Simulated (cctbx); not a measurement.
# Sc2AlPt3: precision against data quality

Space group R-3m (no. 166), a = 5.2830 Å, b = 5.2830 Å, c = 12.1930 Å, α = 90.00°, β = 90.00°, γ = 120.00°.

```csv
atom,mult.,x,y,z,Ueq (Å²)
Pt1,9,1/6,1/3,5/6,0.0028
Sc1,6,1/3,2/3,0.0344,0.0043
Al1,3,0,0,0,0.0046
```

The model was made for the exercise: a known structure type with other elements put in, its volume estimated, not relaxed; displacement parameters are assumed.

Five simulated data sets (cctbx; Ag Kα, λ = 0.56087 Å; 6 % proportional error) differ in resolution or exposure (noise floor 4 counts in the first three, 8 in the last two). Each is refined with the right model, isotropic at 1.1 Å and anisotropic otherwise. How do the figures of merit and the uncertainties move?

```csv
d min (Å),top counts,"⟨I/σ⟩ (unmerged, absences included)",unique,param. (scale apart),Rint,R1,GooF,largest s.u. xyz (fractional),s.u. U of Al1 (Å²),largest error (Å)
1.1,40000,5.5,40,4,0.048,0.0126,1.36,0.00029,0.0019,0.0002
0.84,40000,5.2,81,9,0.045,0.0095,0.85,0.00011,0.0009,0.0035
0.6,40000,5.1,204,9,0.047,0.0092,0.92,0.00006,0.0004,0.0017
0.75,300,1.1,109,9,0.176,0.0347,0.89,0.00072,0.0048,0.0038
0.75,3000,3.3,109,9,0.058,0.0115,0.88,0.00018,0.0013,0.0002
```

The number of reflections grows roughly as 1/d³: 40, 81 and 204 here. R1 follows the noise rather than the truth: at 300 counts it is 0.0347, at 3000 counts 0.0115, while GooF is 0.89 and 0.88: the weights 1/σ² carry the noise. The s.u. of U (U11 where anisotropic) for Al1 goes 0.0019, 0.0009, 0.0004 Å² with resolution and 0.0048, 0.0013 Å² with exposure.

The 1.1 Å row also differs in its displacement model, so it isn't a clean test of resolution.

Hardware for the 0.6 Å refinement: 0.35 s on 1 thread of AMD EPYC 7B13 (Zen 3) (shared host), peak memory 0.09 GiB.

[Logs are printed without paths, hosts, clocks, repeated set-up lines and the standing remarks that a program may print on its own settings, such as how far it seeks lower states.]
